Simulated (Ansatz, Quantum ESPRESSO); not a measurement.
# NdH2 (Fm-3m): zone-centre phonons, part 2 of 2

Aim: the zone-centre modes of NdH2 (Fm-3m).

Quantum ESPRESSO 7.5; DFT PBEsol, scalar-relativistic, plane waves, PseudoDojo norm-conserving, 4f in core pseudopotentials.

So far. Step 5 (Linear response at Γ): The acoustic modes at Γ come out as far as 4.8 cm⁻¹ from zero, where they should vanish, a small numerical error. The relaxed cell has a = 5.423 Å (conventional setting).

## 6. Modes with the sum rule

A rigid shift of the crystal must cost nothing, but grids and finite bases break this; the acoustic sum rule is imposed before the matrix is diagonalised again.

dynmat.in reads:

```
 &input
    fildyn='g.dyn',
    asr='simple',
    fileig='dynmat.eig',
 /
```

Launch:

```sh
$ dynmat.x -in dynmat.in > dynmat.out
```

Numbers of over 12 decimals in the logs are rounded to 6 here.

Output:

```text
[banner, memory and clock lines left out]
Program DYNMAT v.7.5

     Reading Dynamical Matrix from file g.dyn
     ...Force constants read
     ...epsilon and Z* not read (not found on file)
     A direction for q was not specified:TO-LO splitting will be absent

     Polarizability (A^3 units)
     multiply by 1.000000 for Clausius-Mossotti correction
         0.000000    0.000000    0.000000
         0.000000    0.000000    0.000000
         0.000000    0.000000    0.000000

     IR activities are in (D/A)^2/amu units

# mode   [cm-1]    [THz]      IR
    1      0.00    0.0000    0.0000
    2      0.00    0.0000    0.0000
    3      0.00    0.0000    0.0000
    4    869.34   26.0620    0.0000
    5    869.34   26.0620    0.0000
    6    869.34   26.0620    0.0000
    7   1050.94   31.5064    0.0000
    8   1050.94   31.5064    0.0000
    9   1050.94   31.5064    0.0000

[cm-1]
[end of the log left out, with the tail of the file of modes that dynmat.x writes under the same name]
```

Wall time 0.47 s (1 thread of Arm Neoverse V2, shared host).

Numbers from this step:

- highest optical zone-centre mode (no LO-TO term): 1051 cm⁻¹
- lowest optical zone-centre mode: 869.3 cm⁻¹

Unit eigenvectors of the mass-weighted matrix after the sum rule; no LO-TO term. The modes at Γ (shares of kinetic energy by element, %):

| mode | frequency (cm⁻¹) | symmetry | Nd % | H % |
| --- | --- | --- | --- | --- |
| 1 | 0.0 | acoustic | 99 | 1 |
| 2 | 0.0 | acoustic | 99 | 1 |
| 3 | 0.0 | acoustic | 99 | 1 |
| 4 | 869.3 | T1u | 1 | 99 |
| 5 | 869.3 | T1u | 1 | 99 |
| 6 | 869.3 | T1u | 1 | 99 |
| 7 | 1050.9 | T2g | 0 | 100 |
| 8 | 1050.9 | T2g | 0 | 100 |
| 9 | 1050.9 | T2g | 0 | 100 |

Displacements in mode 6 (869.3 cm⁻¹), the largest set to 1:
```
Nd1  0.00  0.00 -0.01
H2   0.00  0.00  1.00
H3   0.00  0.00  1.00
```

Displacements in mode 8 (1050.9 cm⁻¹), the largest set to 1:
```
Nd1  0.00  0.00  0.00
H2   0.00  0.00  1.00
H3   0.00  0.00 -1.00
```

The rule also moves an optical mode by 0.6 cm⁻¹.

## 7. Sum rules set otherwise (asr no)

Without the rule the raw error of the acoustic modes shows.

dynmat.in reads:

```
 &input
    fildyn='g.dyn',
    asr='no',
    fileig='dynmat.eig',
 /
```

Launch:

```sh
$ dynmat.x -in dynmat.in > dynmat.out
```

Output:

```text
[banner, memory and clock lines left out]
Program DYNMAT v.7.5

     Reading Dynamical Matrix from file g.dyn
     ...Force constants read
     ...epsilon and Z* not read (not found on file)
     A direction for q was not specified:TO-LO splitting will be absent

     Polarizability (A^3 units)
     multiply by 1.000000 for Clausius-Mossotti correction
         0.000000    0.000000    0.000000
         0.000000    0.000000    0.000000
         0.000000    0.000000    0.000000

     IR activities are in (D/A)^2/amu units

# mode   [cm-1]    [THz]      IR
    1     -4.81   -0.1442    0.0000
    2     -4.81   -0.1442    0.0000
    3     -4.81   -0.1442    0.0000
    4    868.69   26.0427    0.0000
    5    868.69   26.0427    0.0000
    6    868.69   26.0427    0.0000
    7   1050.40   31.4902    0.0000
    8   1050.40   31.4902    0.0000
    9   1050.40   31.4902    0.0000

[cm-1]
[end of the log left out, with the tail of the file of modes that dynmat.x writes under the same name]
```

Run time: 0.47 s. Hardware: 1 thread.

Numbers from this step:

* highest optical zone-centre mode (no LO-TO term): 1050 cm⁻¹
* lowest optical zone-centre mode: 868.7 cm⁻¹

Zone-centre frequencies as printed; negative means imaginary. Modes:

| mode | frequency (cm⁻¹) |
| --- | --- |
| 1 | -4.81 |
| 2 | -4.81 |
| 3 | -4.81 |
| 4 | 868.7 |
| 5 | 868.7 |
| 6 | 868.7 |
| 7 | 1050 |
| 8 | 1050 |
| 9 | 1050 |

Against the first rule no mode moves by more than 4.9 cm⁻¹.

## 8. Sum rules set otherwise: a sum rule for molecules or wires on a crystal

This rule also removes rotations, which suits molecules and not a crystal; it is tried to see the harm.

dynmat.in reads:

```
 &input
    fildyn='g.dyn',
    asr='zero-dim',
    fileig='dynmat.eig',
 /
```

Launch:

```sh
$ dynmat.x -in dynmat.in > dynmat.out
```

Output:

```text
[banner, memory and clock lines left out]
Program DYNMAT v.7.5

     Reading Dynamical Matrix from file g.dyn
     ...Force constants read
     ...epsilon and Z* not read (not found on file)
     Acoustic Sum Rule: || Z*(ASR) - Z*(orig)|| =    0.000000E+00
     Acoustic Sum Rule: ||dyn(ASR) - dyn(orig)||=    2.072410E-01
     A direction for q was not specified:TO-LO splitting will be absent

     Polarizability (A^3 units)
     multiply by 1.000000 for Clausius-Mossotti correction
         0.000000    0.000000    0.000000
         0.000000    0.000000    0.000000
         0.000000    0.000000    0.000000

     IR activities are in (D/A)^2/amu units

# mode   [cm-1]    [THz]      IR
    1     -0.00   -0.0000    0.0000
    2     -0.00   -0.0000    0.0000
    3      0.00    0.0000    0.0000
    4      0.00    0.0000    0.0000
    5      0.00    0.0000    0.0000
    6    869.12   26.0556    0.0000
    7   1050.40   31.4902    0.0000
    8   1066.61   31.9762    0.0000
    9   1066.61   31.9762    0.0000

[end of the log left out, with the tail of the file of modes that dynmat.x writes under the same name]
```

It took 0.47 s on 1 thread.

The run ended normally, but on settings that are not sound.

The fault: a sum rule for molecules or wires on a crystal; 2 optical modes are projected out to zero frequency, as if they were rotations.

For a crystal the rule has to be 'simple' or 'crystal'.

Zone-centre frequencies as printed; negative means imaginary. Modes:

| mode | frequency (cm⁻¹) |
| --- | --- |
| 1 | 0 |
| 2 | 0 |
| 3 | 0 |
| 4 | 0 |
| 5 | 0 |
| 6 | 869.1 |
| 7 | 1050 |
| 8 | 1067 |
| 9 | 1067 |

## 9. The same in Ansatz

A second program on the same cell, potentials, cutoff and meshes tests the implementation of the phonon response, not its convergence. Its k mesh is centred on Γ.

This step: DFT PBEsol, scalar-relativistic, plane waves, norm-conserving pseudopotentials, 4f in core (Ansatz 0.2.0).

input.yaml reads:

```yaml
crystal:
  lattice:
    - [-2.7114066315, 0.0, 2.7114066315]
    - [0.0, 2.7114066315, 2.7114066315]
    - [-2.7114066315, 2.7114066315, 0.0]
  atoms:
    - { symbol: Nd, position: [0.0, 0.0, 0.0] }
    - { symbol: H, position: [0.75, 0.75, 0.75] }
    - { symbol: H, position: [0.25, 0.25, 0.25] }
kpoints:
  mp_grid: { grid: [12, 12, 12] }
hamiltonian:
  xc: pbesol
  pseudopotentials:
    kind: nc
    azcp: { Nd: "pseudopotentials/pbe/nc/lanthanide_3plus/Nd.nc.azcp" }
    accuracy: standard
scf:
  occupations: { method: cold, width: 0.27211 }
output:
  eigenvalues: true
basis:
  ecutwfc: 870.764
phonons:
  method: dfpt
```

Launch:

```sh
$ ansatz run input.yaml --threads 4 --pin off --max-ram 8192MiB --backend cpu --events-out ev --progress --plain --runs-dir out
```

Output:

```text
Warning: basis.ecutwfc = 870.764 eV is below the records' recommended 979.609905 eV, and the density's cutoff is lower with it unless basis.ecutrho_ratio is high enough to keep the records' density cutoff: compare with a run at a higher cutoff
Warning: <dir> the record states the generating functional pbe (its physics header spells it `PBE`), which answers neither for hamiltonian.xc's functional nor for the pbesol family's — results may be inconsistent (PPs are generated against a specific XC)
zone centre: on kpoints.mp_grid the ground state, and the responses unless they are solved on pairs of k-points, stand on 163 of the mesh's 1728 k-points, reduced under 8 symmetry operations, with k and −k counted as one. Each operation leaves every solved displacement unchanged or reverses it
Engine: ansatz 0.2.0, aarch64-unknown-linux-gnu
Pseudopotentials: kind: nc
Pseudopotential: Nd, nc, valence charge 11, recommended cutoff 653.07327 eV (normal), <dir>
Pseudopotential: H, nc, valence charge 1, recommended cutoff 979.609905 eV (normal), H.nc.azcp (PseudoDojo's, or run here from an input of PseudoDojo's; its table is named by hamiltonian.pseudopotentials.accuracy)
Functional definition: PBEsol
  exchange = pbesol_x
  correlation = pbesol_c
Crystal: 3 atoms, lattice volume = 39.867 Å³
Basis set: ecut = 870.764 eV, 2277 PW (Γ), exchange–correlation on 80×80×80 points (8 copies of the dense FFT grid, shifted against one another)
Bands: 11, of which v1, the nominal top of the filled ones, is band 7 counted from 1 (6 counted from 0)
Symmetry: 48 space group operations
k-points: 163 of 1728 (irreducible under 8 space group operations, time reversal used)
Non-local potential: Nd, projectors of the file, l = 0: 2, l = 1: 2, l = 2: 2, l = 3: 1
Non-local potential: H, projectors of the file, l = 0: 2, l = 1: 1
Initial density: superposition of atomic densities (chi_scale 0.1, normalization cell, long waves kept (reshape's long-wave potential 0.00 eV rms))
Initial wavefunctions: pseudopotential atomic-orbital guess
Functional: x = pbesol(κ = 0.804, μ = 0.123457), c = pbesol(β = 0.046)
SCF iter   1: F=—  HF=-1071.710945 eV  |F-HF|=—  |Δ(HF+E_count)|=         —  Δρ=5.91e-2  dr2=1.43e0  ethr=3.10e-3  ⟨swp⟩=5.0  Hψ=9334  notcnv=0
preconditioner: auto → none  [metal: Δε(μ)=0.129 eV  Ē_g=15.748 eV  σ=0.272 eV  W_gap=0.29  n_scr=8 (ndim 8)  ℏωp=19.5 eV  f_vac=0.000  D(μ)=0.78/eV (n_scr^D=0)  sad-step TF]
SCF iter   2: F=—  HF=-1071.324163 eV  |F-HF|=—  |Δ(HF+E_count)|=   3.87e-1  S|Δr|=    0.00e0  Δρ=3.06e-2  dr2=4.35e-1  ethr=3.10e-3  ⟨swp⟩=1.4  Hψ=3168  notcnv=0  defer=2
SCF iter   3: F=—  HF=-1071.156430 eV  |F-HF|=—  |Δ(HF+E_count)|=   1.68e-1  S|Δr|=    0.00e0  Δρ=3.68e-3  dr2=1.89e-3  ethr=3.10e-3  ⟨swp⟩=2.0  Hψ=2922  notcnv=0  defer=2
SCF iter   4: F=—  HF=-1071.156753 eV  |F-HF|=—  |Δ(HF+E_count)|=   3.23e-4  S|Δr|=    0.00e0  Δρ=4.55e-4  dr2=5.11e-5  ethr=1.45e-5  ⟨swp⟩=2.0  Hψ=3410  notcnv=0  defer=2
SCF iter   5: F=—  HF=-1071.156754 eV  |F-HF|=—  |Δ(HF+E_count)|=   8.61e-7  S|Δr|=    0.00e0  Δρ=6.11e-5  dr2=1.06e-6  ethr=3.93e-7  ⟨swp⟩=2.4  Hψ=3000  notcnv=0  defer=2
SCF iter   6: F=—  HF=-1071.156753 eV  |F-HF|=—  |Δ(HF+E_count)|=   7.06e-7  S|Δr|=    0.00e0  Δρ=1.27e-5  dr2=8.18e-8  ethr=8.12e-9  ⟨swp⟩=2.1  Hψ=2849  notcnv=0  defer=5
SCF iter   7: F=—  HF=-1071.156753 eV  |F-HF|=—  |Δ(HF+E_count)|=   3.69e-8  S|Δr|=    0.00e0  Δρ=1.75e-6  dr2=5.05e-10  ethr=6.29e-10  ⟨swp⟩=2.2  Hψ=2833  notcnv=0  defer=5
SCF iter   8: F=-1071.156753 eV  HF=-1071.156753 eV  |F-HF|=2.27e-13  |Δ(HF+E_count)|=  3.39e-11  S|Δr|=    0.00e0  Δρ=4.57e-8  dr2=6.10e-13  ethr=1.00e-12  ⟨swp⟩=5.8  Hψ=9936  notcnv=0
SCF 1 converged in 8 iterations: F = -1071.156753 eV  dr2 = 6.10e-13
DFPT response loops at Γ: preconditioner auto → Kerker (q_TF=auto, 2.263 Å⁻¹) (partly filled bands, converged f_vac=0.000); β = 1.00, the filter's whole step (`scf.mixing.beta` (0.50) is not read by the response loops under this deck's `scf.mixing.preconditioner`; to damp them name `kerker` or `kerker_dos`, under which they read `scf.mixing.beta`, and type it under 1.00, their step now; both keys bind the ground state too); Broyden in place of MSR1
SCF converged after 8 iterations
Stability not checked: this state was not tested for a lower state beside it, because cold or Methfessel-Paxton smearing, or corrected tetrahedra, fill the levels in a way that the test cannot read (fill_not_monotonic; see scf.lower_state_search)
Free energy (F): -1071.156753 eV
Harris-Foulkes:  -1071.156753 eV  (|F-HF|=2.27e-13)
Internal energy: -1071.158502 eV  (E = F + TS)
E sigma→0 (E₀):  -1071.157336 eV
Entropy (-TS):   0.001749 eV (0.583 meV/atom)
Fermi energy:    9.557115 eV
--- Per-component energies (eV) ---
  E_band       = -81.506094
  E_kinetic    = 269.649109
  E_local      = -442.199339  (includes V_loc(G=0)·N_el)
  E_nonlocal   = 47.228720
  E_hartree    = 124.156092
  E_xc         = -271.515890
  E_vxc        = -204.496777  (∫ρ·V_xc dr)
  E_ewald      = -798.477194
  E_smearing   = 0.001749  (= −TS)
  E_closure    = 0.000000  (closes the sum)
  Σ components = -1071.156753   (vs F -1071.156753, Δ=0.00e0)
--- Band table (eV; the first three rows and the last of 163) ---
  k-point 0: bands = [... 3 lower, -8.9425, 2.5423, 8.3987, 10.5142, 10.5142, 10.5142, 13.0676, 13.0676]
  k-point 1: bands = [... 3 lower, -8.9496, 2.7030, 7.8432, 10.6011, 10.6011, 11.2684, 12.9641, 12.9641]
  k-point 2: bands = [... 3 lower, -8.9687, 3.1316, 7.0300, 10.7940, 10.7940, 12.6262, 12.8047, 12.8047]
  k-point 162: bands = [... 3 lower, -9.2191, 4.5734, 6.8967, 7.6978, 14.7270, 14.8388, 14.8388, 16.4705]
--- Phonons (Γ-DFPT): 2 representative perturbations + reference, on 163 of 1728 k-points (Σ response iterations 6) ---
  k mesh reduced under 8 symmetry operations, with k and −k counted as one. Each operation leaves every solved displacement unchanged or reverses it
  ASR residual: 1.759e-5 → 0.000e0 eV/Å²; symmetrization residual: 1.159e-6 eV/Å²
  ASR residual per site (eV/Å²): 2.90e-7 1.76e-5 1.76e-5
  Γ frequencies (cm⁻¹): 0.00 0.00 0.00 869.76 869.76 869.76 1051.25 1051.25 1051.25
  non-analytic LO–TO correction: not included (Born effective charges unavailable; polar crystals: no LO–TO splitting at Γ)
```

Wall time 9.8 s (4 threads); peak memory 0.81 GiB.

This step gave:

| Quantity | Value |
| --- | --- |
| sum-rule residual before enforcement | 1.76e-5 eV/Å² |
| highest optical zone-centre mode (no LO-TO term) | 1051 cm⁻¹ |
| lowest optical zone-centre mode | 869.8 cm⁻¹ |

## 10. Side by side: QE PseudoDojo and Ansatz, PseudoDojo

Worked out from the results:

```
root-mean-square difference : 0.37 cm⁻¹
largest difference          : 0.42 cm⁻¹
```

Frequencies side by side, by row:

| q (reciprocal lattice) | mode | QE PseudoDojo (cm⁻¹) | Ansatz, PseudoDojo (cm⁻¹) |
| --- | --- | --- | --- |
| 0 0 0 | 1 | 0 | 0 |
| 0 0 0 | 2 | 0 | 0 |
| 0 0 0 | 3 | 0 | 0 |
| 0 0 0 | 4 | 869.3 | 869.8 |
| 0 0 0 | 5 | 869.3 | 869.8 |
| 0 0 0 | 6 | 869.3 | 869.8 |
| 0 0 0 | 7 | 1051 | 1051 |
| 0 0 0 | 8 | 1051 | 1051 |
| 0 0 0 | 9 | 1051 | 1051 |

At the zone centre the largest difference (acoustic modes at Γ apart) is 0.04 % of the highest mode.

## 11. Summary of results

| Property | Result |
| --- | --- |
| space group after relaxation | Fm-3m |
| volume per atom | 13.3 Å³ |
| highest optical zone-centre mode (no LO-TO term) | 1051 cm⁻¹ |
| lowest optical zone-centre mode | 869.3 cm⁻¹ |
| imaginary optical modes at the zone centre (no q mesh in this session) | none |
| largest difference from Ansatz, PseudoDojo | 0.42 cm⁻¹ |

In words: At the PBEsol level the optical modes of NdH2 (Fm-3m) at the zone centre run from 869 to 1051 cm⁻¹. Of the 6 optical modes, 3 are infrared active alone and 3 are Raman active alone; inversion symmetry keeps the two sets apart. QE PseudoDojo and Ansatz, PseudoDojo agree to 0.42 cm⁻¹ (0.04 % of the highest mode compared) on all solved modes but the acoustic ones at Γ, without the LO-TO term. These are harmonic frequencies at zero temperature: anharmonic shifts and linewidths and thermal expansion are left out. Spin-orbit coupling is left out, which can matter for the heavy elements here. In a metal the frequencies hang on the k mesh and the smearing, most of all near Kohn anomalies. The runs are without spin polarisation, although the cell has an odd electron count or an open d or f shell, so a magnetic state was not tested. The 4f electrons are frozen in the core as for a trivalent ion, in files made for PBE, so their moments and any magnetic order are left out. The relaxation ran at 64 Ry, under the 72 Ry recommended for these files; the stress of so short a basis can leave the cell about one per cent too small. Ansatz warns that the cutoff lies 11 % under the one recommended for these files; agreement at one cutoff is not convergence.

[Host names and launcher messages were left out of these logs when they were recorded.]

[Logs are printed without paths, hosts, clocks, repeated set-up lines and the standing remarks that a program may print on its own settings, such as how far it seeks lower states.]

[Hosts, paths, dates, database ids (printed as entryN), source tags and the programs' standing remarks are cut or masked in the printed files.]
